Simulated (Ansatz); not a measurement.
# Is HfInGe in the AlB2 type a stable metal?, part 2 of 2

The plan: relax HfInGe in the AlB2 type, check its phonons, and, if the lattice is stable, compute its Eliashberg function and ρ(T).

Ansatz 0.2.0; DFT PBE, scalar-relativistic, plane waves, PAW; PAW set soft_1.

So far, highest frequency, solved or plainly interpolated (cm⁻¹): step 5 (phonons: q 2×2×2, k 4×4×6) 172. Also lowest on path (cm⁻¹): step 5 -70.8. The relaxed cell has a = 4.945, c = 2.929 Å (conventional setting).

The structure was built from a prototype and need not be the compound's stable phase.

**6. Lattice stability: q 3×3×2, k 6×6×8 (continued)**

Solved on the 3×3×2 mesh alone; all other wavevectors are interpolated. Phonon branches along the path, in cm⁻¹:

```
    point  branch 1  branch 2  branch 3  branch 4  branch 5  branch 6  branch 7  branch 8  branch 9
        Γ         0         0         0        36        63        63        83       115       115
  halfway       -45         1        32        37        46        65        77       128       134
        M       -59        21        31        45        52        68        77       133       144
  halfway       -58       -30        31        50        55        67        98       130       138
        K       -68        14        30        56        58        65       115       126       130
  halfway       -42       -32        34        38        39        75        78       128       135
        Γ         0         0         0        36        63        63        83       115       115
  halfway        52        52        76        86        86       114       129       129       136
        A        82        82        86        86       103       149       149       160       174
  halfway        42        64        69        86       110       143       151       156       173
        L       -43        42        62        82       117       143       155       159       172
  halfway       -34        32        61        91       121       135       153       171       172
        H       -23        22        61        98       126       129       154       172       177
  halfway        34        57        64        89       112       138       152       160       173
        A        82        82        86        86       103       149       149       160       174
jump to L       -43        42        62        82       117       143       155       159       172
  halfway       -47       -36        61        74        93       117       133       141       148
        M       -59        21        31        45        52        68        77       133       144
jump to H       -23        22        61        98       126       129       154       172       177
  halfway       -43       -40        48        89       120       120       122       133       154
        K       -68        14        30        56        58        65       115       126       130
```

Lowest modes at the softest wavevector of the mesh. The modes at q = (0.333, 0.333, 0.000) (shares of kinetic energy by element, %) (negative means imaginary):

```
mode  frequency (cm⁻¹)  Hf %  Ge %  In %
   1             -67.7     0    51    49
   2              14.2    77     0    23
   3              30.0     0   100     0
   4              56.4    99     1     0
   5              57.9     0     0   100
   6              64.8   100     0     0
```

Displacements in mode 1 (-67.7 cm⁻¹), the largest set to 1, in the home cell (x, y, z of the real part, then of the imaginary part):
```
Hf1  0.00  0.00  0.00  0.00  0.00  0.00
Ge2 -0.87 -0.50  0.00 -0.50  0.87  0.00
In3  0.00  0.78  0.00 -0.78  0.00  0.00
```

Displacements in mode 2 (14.2 cm⁻¹), the largest set to 1, in the home cell (x, y, z of the real part, then of the imaginary part):
```
Hf1  1.00  0.00  0.00  0.00  1.00  0.00
Ge2  0.00  0.00  0.00  0.00  0.00  0.00
In3  0.34  0.60  0.00  0.60 -0.34  0.00
```

The modes has structure finer than the step of the table below, so its rows give means over 5 cm⁻¹, whole bins alone (the curve runs from -76.7 to 192 cm⁻¹). Peaks (cm⁻¹: height): Ge -39.6: 0.0138, 85.2: 0.0264, 107.2: 0.0182, 132.5: 0.0467; Hf -39.6: 0.0237, 59.9: 0.0350, 105.5: 0.0208, 120.7: 0.0231, 132.5: 0.0195, 151.0: 0.0211; In 85.2: 0.0369, 105.5: 0.0152, 120.7: 0.0199, 137.5: 0.0409, 151.0: 0.0267, 161.2: 0.0201, 171.3: 0.0256.

Phonopy on the run's constants, 13x13x19 mesh, Gaussian sigma 2.0 cm⁻¹. The modes by wavenumber; means over each step; values in 1/cm⁻¹/cell:

```
wavenumber (cm⁻¹)       Ge       Hf       In
              -70   1.6e-4   8.0e-7   1.6e-4
              -65  0.00102   6.1e-5  0.00108
              -60  0.00210  0.00134  0.00306
              -55  0.00305  0.00499  0.00650
              -50  0.00427  0.00818  0.00784
              -45  0.00887   0.0171  0.00786
              -40   0.0131   0.0229  0.00799
              -35   0.0114   0.0214  0.00746
              -30  0.00825   0.0158  0.00675
              -25  0.00594   0.0127  0.00490
              -20  0.00399  0.00876  0.00398
              -15  0.00198  0.00394  0.00326
              -10  0.00134  0.00358  0.00238
               -5  0.00154  0.00396  0.00188
                0   3.6e-4   8.2e-4   4.1e-4
                5   2.8e-4  0.00175   7.6e-4
               10   9.3e-4  0.00359  0.00159
               15  0.00193  0.00359  0.00270
               20  0.00258  0.00476  0.00415
               25  0.00373  0.00543  0.00537
               30   0.0125  0.00969  0.00714
               35   0.0173   0.0132  0.00930
               40   0.0157   0.0169   0.0121
               45   0.0159   0.0193   0.0119
               50   0.0156   0.0197   0.0117
               55   0.0165   0.0242   0.0122
               60   0.0157   0.0326   0.0117
               65   0.0184   0.0267   0.0110
               70   0.0159   0.0183   0.0131
               75   0.0176   0.0183   0.0166
               80   0.0208   0.0173   0.0225
               85   0.0244   0.0157   0.0338
               90   0.0182   0.0164   0.0284
               95   0.0148   0.0102   0.0170
              100   0.0129  0.00914  0.00825
              105   0.0171   0.0183   0.0129
              110   0.0163   0.0125  0.00648
              115   0.0136  0.00930  0.00422
              120   0.0105   0.0201   0.0159
              125   0.0124  0.00942   0.0169
              130   0.0370   0.0141   0.0336
              135   0.0438   0.0177   0.0402
              140   0.0388   0.0149   0.0354
              145   0.0271   0.0170   0.0237
              150   0.0224   0.0188   0.0252
              155   0.0132   0.0164   0.0139
              160  0.00762  0.00911   0.0157
              165  0.00538  0.00439   0.0148
              170  0.00381  0.00391   0.0235
              175  0.00174  0.00165   0.0106
              180   1.7e-4   1.1e-4   3.4e-4
              185   6.0e-7   6.0e-7   6.0e-7
```

No LO-TO term; unit eigenvectors of the mass-weighted matrix. The modes at Γ (shares of kinetic energy by element, %):

```
mode  frequency (cm⁻¹)  symmetry  Hf %  Ge %  In %
   1               0.0   unnamed    49    20    31
   2               0.0   unnamed    49    20    31
   3               0.0   unnamed    49    20    31
   4              36.1      A2''     3    75    21
   5              62.9        E'    31    68     0
   6              62.9        E'    31    68     0
   7              82.7      A2''    48     5    47
   8             115.0        E'    20    12    68
   9             115.0        E'    20    12    68
```

Displacements in mode 4 (36.1 cm⁻¹), the largest set to 1:
```
Hf1  0.00  0.00 -0.13
Ge2  0.00  0.00  1.00
In3  0.00  0.00 -0.42
```

Displacements in mode 5 (62.9 cm⁻¹), the largest set to 1:
```
Hf1  0.12 -0.43  0.00
Ge2 -0.27  1.00  0.00
In3 -0.01  0.04  0.00
```

Among the solved wavevectors the lowest mode, translations apart, is -67.7 cm⁻¹, imaginary.

**7. What came out**

```
phonon run of the rows without a label of their own : PBE, q 3×3×2, k 6×6×8
softest mode on the q mesh                          : -67.7 cm⁻¹ at q = (0.333, 0.333, 0)
highest frequency, solved or plainly interpolated   : 177 cm⁻¹
```

The lattice is dynamically unstable at this level: a mode at q = (0.333, 0.333, 0) is imaginary, 67.7i cm⁻¹, so no harmonic coupling constant or resistivity is defined for this structure. These meshes are coarse, and single modes of a metal can move by tens of cm⁻¹ with the k mesh. The coarser mesh found an imaginary mode at another wavevector, which this mesh lacks. Spin–orbit coupling, left out here, matters for Hf. The phonon runs are not spin-polarised. The structure was built by hand as an ordered model, and its stability against other phases was not tested.

[Logs are printed without paths, hosts, clocks, repeated set-up lines and the standing remarks that a program may print on its own settings, such as how far it seeks lower states.]

[Hosts, paths, dates, database ids (printed as entryN), source tags and the programs' standing remarks are cut or masked in the printed files.]
